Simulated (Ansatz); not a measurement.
# Rb on Ir(100): change of the work function

How does one ordered layer of Rb (bridge site) change the work function of Ir(100), and what dipole does each adsorbate carry?

Program: Ansatz 0.2.0. Level of theory: plane-wave DFT, PBEsol, Ansatz PAW, in the first sound run; inputs show where later runs differ. Results are calculated unless marked as measured.

Most raw output is cut from this account.

### 1. Starting point

The cell holds 4 atoms: 4 Ir. Cell: a = 2.715 Å, b = 2.715 Å, c = 23.760 Å, α = 90.0°, β = 90.0°, γ = 90.0°. Vacuum lies along c.

### 2. The clean slab

The bare slab comes first, as the zero from which every change is counted. The two lowest layers are held at bulk places and the upper ones relax. The dipole correction removes the false field that a one-sided slab makes across the periodic vacuum, so each face gets a flat vacuum level of its own.

input.yaml

```yaml
crystal:
  lattice:
    - [2.7152900398, 0.0, 0.0]
    - [0.0, 2.7152900398, 0.0]
    - [0.0, 0.0, 23.76]
  atoms:
    - { symbol: Ir, position: [0.5, 0.5, 0.3787878788] }
    - { symbol: Ir, position: [0.0, 0.0, 0.4595959596] }
    - { symbol: Ir, position: [0.5, 0.5, 0.5404040404] }
    - { symbol: Ir, position: [0.0, 0.0, 0.6212121212] }
kpoints:
  mp_grid: { grid: [11, 11, 1] }
hamiltonian:
  xc: pbesol
scf:
  occupations: { method: fermi_dirac, width: 0.1 }
  convergence: { dr2_threshold: 1.0e-08 }
efield:
  axis: 3
  dipole_correction: true
  ramp_position: 0.97
  ramp_width: 0.06
relax:
  f_tol: 0.02
  max_steps: 60
  constraints: [{ sites: [0, 1] }]
output:
  write_potential: true
  write_density: true
  volumetric_format: npy
```

Command:

```bash
> ansatz run input.yaml --threads 4 --pin off --max-ram 6144MiB --backend cpu --events-out ev --progress --plain --runs-dir out
```

Elapsed: 13 s, on 4 threads of Intel Xeon Platinum 8223CL at 3.00GHz (Skylake/Cascade Lake), shared host; peak memory 0.55 GiB.

The steps of the relaxation:

| step | energy less that of the first step (eV) | largest force component (eV/Å) |
| --- | --- | --- |
| 1 | 0.0000 | 1.0644 |
| 2 | -0.0012 | 1.3071 |
| 3 | -0.0584 | 0.1109 |
| 4 | -0.0588 | 0.0029 |

The run keeps the 8 symmetry operations that it works with, so distortions that break them were not tested.

The atoms that moved most (Å):

| atom | dx | dy | dz | length |
| --- | --- | --- | --- | --- |
| Ir4 | 0.000 | 0.000 | -0.100 | 0.100 |

The relaxed structure:

```cif
data_structure
_symmetry_space_group_name_H-M 'P 1'
_symmetry_Int_Tables_number 1
_cell_length_a 2.7153
_cell_length_b 2.7153
_cell_length_c 23.7600
_cell_angle_alpha 90.000
_cell_angle_beta 90.000
_cell_angle_gamma 90.000
_cell_volume 175.18
loop_
_atom_site_label
_atom_site_type_symbol
_atom_site_fract_x
_atom_site_fract_y
_atom_site_fract_z
_atom_site_occupancy
Ir1 Ir 0.50000 0.50000 0.37879 1
Ir2 Ir 0.00000 0.00000 0.45960 1
Ir3 Ir 0.50000 0.50000 0.54061 1
Ir4 Ir 0.00000 0.00000 0.61701 1
```

Numbers from this step:

* energy at zero smearing: -47192.9470 eV
* work function, upper face: 5.665 eV
* dipole along the normal: 7.06e-4 e·Å

Running mean over 1.92 Å of the planar mean; the ramp of the sawtooth is left out. Table of electron's electrostatic potential energy less the Fermi level by z:

| z (Å) | electron's electrostatic potential energy less the Fermi level (eV) |
| --- | --- |
| 3.0 | 5.68 |
| 3.5 | 5.68 |
| 4.0 | 5.68 |
| 4.5 | 5.68 |
| 5.0 | 5.68 |
| 5.5 | 5.67 |
| 6.0 | 5.63 |
| 6.5 | 5.48 |
| 7.0 | 4.87 |
| 7.5 | 2.35 |
| 8.0 | -3.39 |
| 8.5 | -9.40 |
| 9.0 | -12.2 |
| 9.5 | -12.9 |
| 10.0 | -13.1 |
| 10.5 | -13.2 |
| 11.0 | -13.4 |
| 11.5 | -13.4 |
| 12.0 | -13.5 |
| 12.5 | -13.6 |
| 13.0 | -13.9 |
| 13.5 | -14.5 |
| 14.0 | -14.3 |
| 14.5 | -13.1 |
| 15.0 | -10.9 |
| 15.5 | -5.58 |
| 16.0 | 0.756 |
| 16.5 | 4.38 |
| 17.0 | 5.34 |
| 17.5 | 5.59 |
| 18.0 | 5.65 |
| 18.5 | 5.66 |
| 19.0 | 5.66 |
| 19.5 | 5.67 |
| 20.0 | 5.67 |
| 20.5 | 5.67 |

The relaxation took 4 steps and lowered the energy by 0.059 eV; the largest force on the free atoms ends at 0.0029 eV/Å.

The work function of the upper face is 5.67 eV.

### 3. The covered slab

System of this step: Rb/Ir(100). The cell holds 17 atoms: 16 Ir and 1 Rb. Cell: a = 5.431 Å, b = 5.431 Å, c = 27.199 Å, α = 90.0°, β = 90.0°, γ = 90.0°. Vacuum lies along c.

The clean slab as it ended is repeated in the plane and the adsorbate is set on one face; the cell's size fixes the coverage, and the k-mesh shrinks with it to keep the sampling density about even. Adsorbate and upper layers relax, since the dipole depends on the height.

input.yaml

```yaml
crystal:
  lattice:
    - [5.4305800796, 0.0, 0.0]
    - [0.0, 5.4305800796, 0.0]
    - [0.0, 0.0, 27.1992650582]
  atoms:
    - { symbol: Ir, position: [0.25, 0.25, 0.3308912936] }
    - { symbol: Ir, position: [0.0, 0.0, 0.4014814362] }
    - { symbol: Ir, position: [0.25, 0.25, 0.4722530188] }
    - { symbol: Ir, position: [0.0, 0.0, 0.5389940175] }
    - { symbol: Ir, position: [0.25, 0.75, 0.3308912936] }
    - { symbol: Ir, position: [0.0, 0.5, 0.4014814362] }
    - { symbol: Ir, position: [0.25, 0.75, 0.4722530188] }
    - { symbol: Ir, position: [0.0, 0.5, 0.5389940175] }
    - { symbol: Ir, position: [0.75, 0.25, 0.3308912936] }
    - { symbol: Ir, position: [0.5, 0.0, 0.4014814362] }
    - { symbol: Ir, position: [0.75, 0.25, 0.4722530188] }
    - { symbol: Ir, position: [0.5, 0.0, 0.5389940175] }
    - { symbol: Ir, position: [0.75, 0.75, 0.3308912936] }
    - { symbol: Ir, position: [0.5, 0.5, 0.4014814362] }
    - { symbol: Ir, position: [0.75, 0.75, 0.4722530188] }
    - { symbol: Ir, position: [0.5, 0.5, 0.5389940175] }
    - { symbol: Rb, position: [0.25, 0.0, 0.6691087064] }
kpoints:
  mp_grid: { grid: [6, 6, 1] }
hamiltonian:
  xc: pbesol
scf:
  occupations: { method: fermi_dirac, width: 0.1 }
  convergence: { dr2_threshold: 1.0e-08 }
efield:
  axis: 3
  dipole_correction: true
  ramp_position: 0.97
  ramp_width: 0.06
relax:
  f_tol: 0.02
  max_steps: 60
  constraints: [{ sites: [0, 1, 4, 5, 8, 9, 12, 13] }]
output:
  bader: true
  dos: { projected: true, e_range: [-8, 4] }
  write_potential: true
  write_density: true
  volumetric_format: npy
  elf: true
```

Elapsed: 6.5 min, on 4 threads; peak memory 3.9 GiB; 25 min of CPU time.

Relaxation path:

| step | energy less that of the first step (eV) | largest force component (eV/Å) |
| --- | --- | --- |
| 1 | 0.0000 | 0.8803 |
| 2 | -0.1298 | 0.8462 |
| 3 | -0.2886 | 0.6707 |
| 4 | -0.3924 | 0.3386 |
| 5 | -0.4165 | 0.1538 |
| 6 | -0.4197 | 0.0711 |
| 7 | -0.4206 | 0.0034 |

Forces are held to the 4 operations that the run works with; a distortion that breaks them can't arise in this run.

The atoms that moved most (Å):

| atom | dx | dy | dz | length |
| --- | --- | --- | --- | --- |
| Rb17 | 0.000 | 0.000 | -0.683 | 0.683 |
| Ir8 | 0.000 | 0.000 | 0.030 | 0.030 |
| Ir16 | 0.000 | 0.000 | 0.030 | 0.030 |
| Ir12 | 0.012 | 0.000 | -0.008 | 0.015 |
| Ir4 | -0.012 | 0.000 | -0.008 | 0.015 |
| Ir3 | 0.000 | 0.006 | 0.013 | 0.014 |
| Ir7 | 0.000 | -0.006 | 0.013 | 0.014 |
| Ir11 | 0.000 | 0.011 | -0.001 | 0.011 |

Numbers from this step:

```yaml
energy_at_zero_smearing: -191990.5672 eV
work_function_upper_face: 1.378 eV
work_function_lower_face: 5.684 eV
dipole_along_the_normal: 0.7018 e·Å
step_between_the_vacuum_levels: -4.306 eV
```

Running mean over 1.92 Å of the planar mean; the ramp of the sawtooth is left out. Table of electron's electrostatic potential energy less the Fermi level by z:

| z (Å) | electron's electrostatic potential energy less the Fermi level (eV) |
| --- | --- |
| 3.5 | 5.68 |
| 4.0 | 5.68 |
| 4.5 | 5.68 |
| 5.0 | 5.68 |
| 5.5 | 5.67 |
| 6.0 | 5.63 |
| 6.5 | 5.48 |
| 7.0 | 4.87 |
| 7.5 | 2.38 |
| 8.0 | -3.39 |
| 8.5 | -9.43 |
| 9.0 | -12.2 |
| 9.5 | -12.9 |
| 10.0 | -13.1 |
| 10.5 | -13.2 |
| 11.0 | -13.3 |
| 11.5 | -13.3 |
| 12.0 | -13.4 |
| 12.5 | -13.5 |
| 13.0 | -13.8 |
| 13.5 | -14.4 |
| 14.0 | -14.2 |
| 14.5 | -13.1 |
| 15.0 | -11.0 |
| 15.5 | -6.09 |
| 16.0 | -0.681 |
| 16.5 | 0.703 |
| 17.0 | -0.873 |
| 17.5 | -1.95 |
| 18.0 | -2.05 |
| 18.5 | -0.757 |
| 19.0 | 0.645 |
| 19.5 | 1.12 |
| 20.0 | 1.25 |
| 20.5 | 1.31 |
| 21.0 | 1.34 |
| 21.5 | 1.36 |
| 22.0 | 1.37 |
| 22.5 | 1.37 |
| 23.0 | 1.37 |
| 23.5 | 1.38 |
| 24.0 | 1.38 |

The density of states has structure finer than the step of the table below, so its rows give means over 0.25 eV, whole bins alone (the curve runs from -8 to 1.98 eV). Peaks (eV: height): -5.350: 46.4, -3.550: 35.8, -3.460: 49.8, -3.100: 44.9, -2.020: 53.4, -1.950: 62.2, 0.930: 35.3.

Density of states against energy, zero at the Fermi level; means over each step:

energy (eV), density of states (states/eV a cell) and a bar from the least value:
```
    -7.75        4.6 
    -7.50        8.9 ####
    -7.25       11.0 ######
    -7.00       11.1 #######
    -6.75       16.8 ############
    -6.50       16.1 ############
    -6.25       18.3 ##############
    -6.00       18.0 ##############
    -5.75       14.0 ##########
    -5.50       15.7 ###########
    -5.25       14.6 ##########
    -5.00       17.0 #############
    -4.75       13.3 #########
    -4.50       20.7 #################
    -4.25       18.5 ##############
    -4.00       15.2 ###########
    -3.75       17.7 #############
    -3.50       33.1 #############################
    -3.25       22.1 ##################
    -3.00       17.8 #############
    -2.75       19.6 ###############
    -2.50       14.9 ###########
    -2.25       22.5 ##################
    -2.00       33.9 ##############################
    -1.75       18.5 ##############
    -1.50       18.9 ###############
    -1.25       22.2 ##################
    -1.00       23.0 ###################
    -0.75       21.3 #################
    -0.50       19.5 ###############
    -0.25       21.6 #################
     0.00       23.9 ####################
     0.25       19.2 ###############
     0.50       17.6 #############
     0.75       19.5 ###############
     1.00       26.4 ######################
     1.25       14.2 ##########
     1.50       11.9 #######
     1.75       10.0 #####
```

Projected DOS per atom over height of the atomic layer and energy from the Fermi level. Layers: Ir4 Ir4 Ir4 Ir4 Rb from below.

Values in states/eV, 22 rows by 5 columns, each cell a mean:
```
0.44 0.33 0.33 0.42 0.55
0.67 0.78 0.79 0.75 0.55
1.14 1.46 1.54 1.23 0.57
1.27 1.04 0.99 0.99 0.49
1.85 1.10 1.00 1.52 0.17
1.68 1.01 0.81 1.31 0.21
1.69 0.95 0.96 1.73 0.23
1.30 0.99 1.03 1.55 0.19
2.14 1.05 0.92 1.50 0.14
1.60 0.91 0.65 1.74 0.06
1.25 0.57 0.61 1.60 0.05
1.59 1.51 1.53 1.54 0.03
1.17 1.46 1.55 1.31 0.03
0.95 1.21 1.11 0.87 0.01
1.04 1.13 0.99 0.86 0.00
0.87 0.99 0.82 0.83 0.00
0.85 1.19 1.12 0.93 0.01
0.87 1.41 1.17 0.77 0.01
0.54 1.21 1.64 0.85 0.02
0.30 1.14 1.51 0.57 0.02
0.26 0.89 1.05 0.37 0.01
0.12 0.37 0.43 0.16 0.01
```
Columns: height of the atomic layer (Å) from 9 to 17.5 (not evenly spaced); rows upwards: energy from the Fermi level (eV) from -7.96 to 1.95.

Valence density in the ca plane at fractional y = 0.000, with atoms of Ir and Rb within 0.2 Å of it. It is the smooth field of the valence electrons, not physical close to the nuclei.

Ten steps, logarithmic in the rise over the least value, from '0' (0.0 e/Å³) to '9' (9.0 e/Å³), each cell a mean:
```
11223479996322247999742100000000000000000000
12233357764333335787531000000000000000000000
23333334443333333444321000000000000000000000
23333333333333333343321000000000000000000000
22333345654333334565421000000000000000000000
12223468985322336898631100000000000000000000
11223489997322247999742111110000000000000000
11223479996322246999742123332100000000000000
12233357764333335777532246654200000000000000
23333334443333333444322356665310000000000000
23333333333333333333322466566310000000000000
22333345654333334565422356665310000000000000
12223468985322336898632234543100000000000000
11223489997322247999742112221000000000000000
```
Columns run along c (16.0 Å, from fractional 0.30 to 0.89 of the cell), rows up along a (5.4 Å). Atoms in or near the plane, at fractional coordinates: Ir at (0.40, 0.00), Ir at (0.54, 0.00), Ir at (0.40, 0.50), Ir at (0.54, 0.50), Rb at (0.64, 0.25).

ELF in the ca plane at fractional y = 0.000, with atoms of Ir and Rb within 0.2 Å of it. It is the smooth field of the valence electrons, not physical close to the nuclei.

Values, 8 rows by 16 columns, each cell a mean:
```
0.24 0.25 0.49 0.51 0.24 0.27 0.57 0.46 0.22 0.06 0.05 0.02 0.02 0.02 0.01 0.00
0.38 0.30 0.30 0.31 0.31 0.30 0.32 0.36 0.25 0.06 0.01 0.01 0.02 0.01 0.01 0.00
0.35 0.30 0.32 0.33 0.30 0.29 0.37 0.35 0.24 0.04 0.01 0.01 0.02 0.01 0.01 0.00
0.21 0.23 0.53 0.54 0.22 0.27 0.57 0.52 0.20 0.15 0.12 0.02 0.03 0.02 0.01 0.00
0.24 0.25 0.49 0.51 0.24 0.27 0.56 0.47 0.25 0.78 0.61 0.09 0.03 0.04 0.01 0.00
0.38 0.30 0.30 0.31 0.32 0.30 0.31 0.34 0.45 0.49 0.78 0.18 0.04 0.05 0.02 0.00
0.35 0.30 0.32 0.33 0.30 0.29 0.36 0.34 0.41 0.66 0.77 0.16 0.04 0.04 0.02 0.00
0.21 0.23 0.53 0.54 0.22 0.27 0.57 0.52 0.21 0.63 0.48 0.06 0.03 0.03 0.01 0.00
```
Columns run along c (16.0 Å, from fractional 0.30 to 0.89 of the cell), rows up along a (5.4 Å). Atoms in or near the plane, at fractional coordinates: Ir at (0.40, 0.00), Ir at (0.54, 0.00), Ir at (0.40, 0.50), Ir at (0.54, 0.50), Rb at (0.64, 0.25).

Electrostatic potential energy in the ca plane at fractional y = 0.000, with atoms of Ir and Rb within 0.2 Å of it. With pseudopotentials it is smooth inside the atoms' cores, unlike the true potential.

Ten even steps from '0' (-67 eV) to '9' (9 eV), each cell a mean:
```
99999830015999985101489999999999999999999999
99999864357999997434799999999999999999999999
99999998889999999888999999999999999999999999
99999999899999999999999999999999999999999999
99999986678999998766899999999999999999999999
99999851126999996212589999999999999999999999
99999730005899984000389999999999999999999999
99999830015999985101489998889999999999999999
99999864357999997534799974258999999999999999
99999998889999999888999840005899999999999999
99999999899999999999999830004899999999999999
99999986678999998767899861026899999999999999
99999851126999996212689987678999999999999999
99999730005899984000489999999999999999999999
```
Columns run along c (16.0 Å, from fractional 0.30 to 0.89 of the cell; values clipped at the 3rd and 97th percentile), rows up along a (5.4 Å). Atoms in or near the plane, at fractional coordinates: Ir at (0.40, 0.00), Ir at (0.54, 0.00), Ir at (0.40, 0.50), Ir at (0.54, 0.50), Rb at (0.64, 0.25).

The relaxation took 7 steps and lowered the energy by 0.42 eV; the largest force on the free atoms ends at 0.0034 eV/Å.

By hand: a sheet of dipoles makes a step −p/(ε₀A) in the electron's potential. With e/ε₀ = 180.95 V·Å, p = 0.7018 e·Å and A = 29.49 Å², that is −180.95 × (0.7018) / 29.49 = -4.306 eV, and the two vacuum levels of the run differ by -4.306 eV.

The covered face has 1.38 eV, -4.29 eV against the clean one; the bare back face has moved by +0.00 eV, a measure of how thin the slab is.

### 4. Work function against coverage

This step: plane-wave DFT, PBEsol, Ansatz PAW; work function against coverage (Ansatz 0.2.0).

The runs are now put side by side.

Numbers from this step:

- work function of the clean face: 5.665 eV
- largest change of the work function: -4.288 eV

Work function of the covered face against coverage:

| coverage (adsorbates/nm²) | work function of the covered face (eV) |
| --- | --- |
| 0.00 | 5.67 |
| 3.39 | 1.38 |

The dipole per adsorbate comes from the change of the cell's dipole. Coverage, by row:

| coverage (1/nm²) | coverage (ML) | work function (eV) | change (eV) | dipole per adsorbate, positive end outwards (debye) | mean height of the added atoms over the highest substrate atom (Å) |
| --- | --- | --- | --- | --- | --- |
| 3.391 | 0.25 | 1.378 | -4.288 | 3.358 | 2.826 |

### 5. The 0.25 ML cell at another level of theory, cutoff 420 eV, functional PBE

This step: plane-wave DFT, PBE, Ansatz PAW (Ansatz 0.2.0).

The geometry is kept and the functional is PBE.

input.yaml

```yaml
crystal:
  lattice:
    - [5.4305800796, 0.0, 0.0]
    - [0.0, 5.4305800796, 0.0]
    - [0.0, 0.0, 27.1992650582]
  atoms:
    - { symbol: Ir, position: [0.25, 0.25, 0.3308912936] }
    - { symbol: Ir, position: [0.0, 0.0, 0.4014814362] }
    - { symbol: Ir, position: [0.25, 0.2511705172, 0.472717574] }
    - { symbol: Ir, position: [-0.0023013856, 0.0, 0.5386816096] }
    - { symbol: Ir, position: [0.25, 0.75, 0.3308912936] }
    - { symbol: Ir, position: [0.0, 0.5, 0.4014814362] }
    - { symbol: Ir, position: [0.25, 0.7488294828, 0.472717574] }
    - { symbol: Ir, position: [3.85164e-05, 0.5, 0.5401028848] }
    - { symbol: Ir, position: [0.75, 0.25, 0.3308912936] }
    - { symbol: Ir, position: [0.5, 0.0, 0.4014814362] }
    - { symbol: Ir, position: [0.75, 0.2520178454, 0.4722238436] }
    - { symbol: Ir, position: [0.5023013856, 0.0, 0.5386816096] }
    - { symbol: Ir, position: [0.75, 0.75, 0.3308912936] }
    - { symbol: Ir, position: [0.5, 0.5, 0.4014814362] }
    - { symbol: Ir, position: [0.75, 0.7479821546, 0.4722238436] }
    - { symbol: Ir, position: [0.4999614836, 0.5, 0.5401028848] }
    - { symbol: Rb, position: [0.25, 0.0, 0.6440159493] }
kpoints:
  mp_grid: { grid: [6, 6, 1] }
hamiltonian:
  xc: pbe
scf:
  occupations: { method: fermi_dirac, width: 0.1 }
  convergence: { dr2_threshold: 1.0e-08 }
efield:
  axis: 3
  dipole_correction: true
  ramp_position: 0.97
  ramp_width: 0.06
output:
  write_potential: true
  write_density: true
  volumetric_format: npy
```

Elapsed: 69 s, on 4 threads; peak memory 3.9 GiB.

This step gave:

| Item | Value |
| --- | --- |
| energy at zero smearing | -194222.8233 eV |
| work function, upper face | 1.449 eV |
| work function, lower face | 5.560 eV |
| dipole along the normal | 0.6699 e·Å |
| step between the vacuum levels | -4.110 eV |

The work function comes to 1.45 eV, +0.07 eV from the first level.

### 6. The 0.25 ML cell at another level of theory, cutoff 420 eV, functional RPBE

This step: plane-wave DFT, RPBE, Ansatz PAW (Ansatz 0.2.0).

The geometry is kept and the functional is RPBE.

input.yaml: that of step 5 with these lines changed.

```diff
@@ -26,3 +26,3 @@
 hamiltonian:
-  xc: pbe
+  xc: rpbe
 scf:
```

The job ended after 70 s (4 threads; peak memory 3.9 GiB; 4.5 min of CPU time).

This step gave:

* energy at zero smearing: -194445.3081 eV
* work function, upper face: 1.421 eV
* work function, lower face: 5.405 eV
* dipole along the normal: 0.6492 e·Å
* step between the vacuum levels: -3.984 eV

The work function comes to 1.42 eV, +0.04 eV from the first level.

### 7. The 0.25 ML cell at another level of theory, cutoff 420 eV, functional LDA

This step: plane-wave DFT, LDA, Ansatz PAW (Ansatz 0.2.0).

The geometry is kept and the functional is LDA.

input.yaml: that of step 6 with these lines changed.

```diff
@@ -26,3 +26,3 @@
 hamiltonian:
-  xc: rpbe
+  xc: lda
 scf:
```

Run time: 67 s. Hardware: 4 threads; peak memory 3.9 GiB; 4.3 min of CPU time.

The work function comes to 1.61 eV, +0.23 eV from the first level.

### 8. The 0.25 ML cell at another level of theory, cutoff 720 eV, functional PBE

This step: plane-wave DFT, PBE, JTH PAW (Ansatz 0.2.0).

The geometry is kept and the functional is PBE; other changes against the main runs: JTH PAW files and cutoff 420 → 720.

input.yaml: that of step 7 with these lines changed.

```diff
@@ -26,3 +26,4 @@
 hamiltonian:
-  xc: lda
+  xc: pbe
+  pseudopotentials: { kind: paw, source: jth }
 scf:
```

It took 5.2 min on 4 threads; peak memory 5.6 GiB; 20 min of CPU time.

The work function comes to 1.45 eV, +0.07 eV from the first level.

### 9. Comparing the runs

Times are for 4 threads of Intel Xeon Platinum 8223CL at 3.00GHz (Skylake/Cascade Lake), shared host. The series side by side:

| no. | functional | work function, upper face (eV) | dipole along the normal (e·Å) | time | memory (GiB) |
| --- | --- | --- | --- | --- | --- |
| 1 | pbe | 1.449 | 0.6699 | 69 s | 3.9 |
| 2 | rpbe | 1.421 | 0.6492 | 70 s | 3.9 |
| 3 | lda | 1.611 | 0.7010 | 67 s | 3.9 |
| 4 | pbe | 1.452 | 0.6701 | 5.2 min | 5.6 |

(Part 1 of 2 ends here.)

[Logs are printed without paths, hosts, clocks, repeated set-up lines and the standing remarks that a program may print on its own settings, such as how far it seeks lower states.]

[Hosts, paths, dates, database ids (printed as entryN), source tags and the programs' standing remarks are cut or masked in the printed files.]

[Maps of the electrostatic potential energy from Ansatz leave out the sawtooth potential of an applied field or a dipole correction, so their vacuum need not be flat; planar profiles and work functions include it.]

[The density of states shown here was stored with 400 of the rows of the run's finer table, so its peaks can read low, often by over a quarter, or be missed, and its means over a window can be off by a tenth or more.]
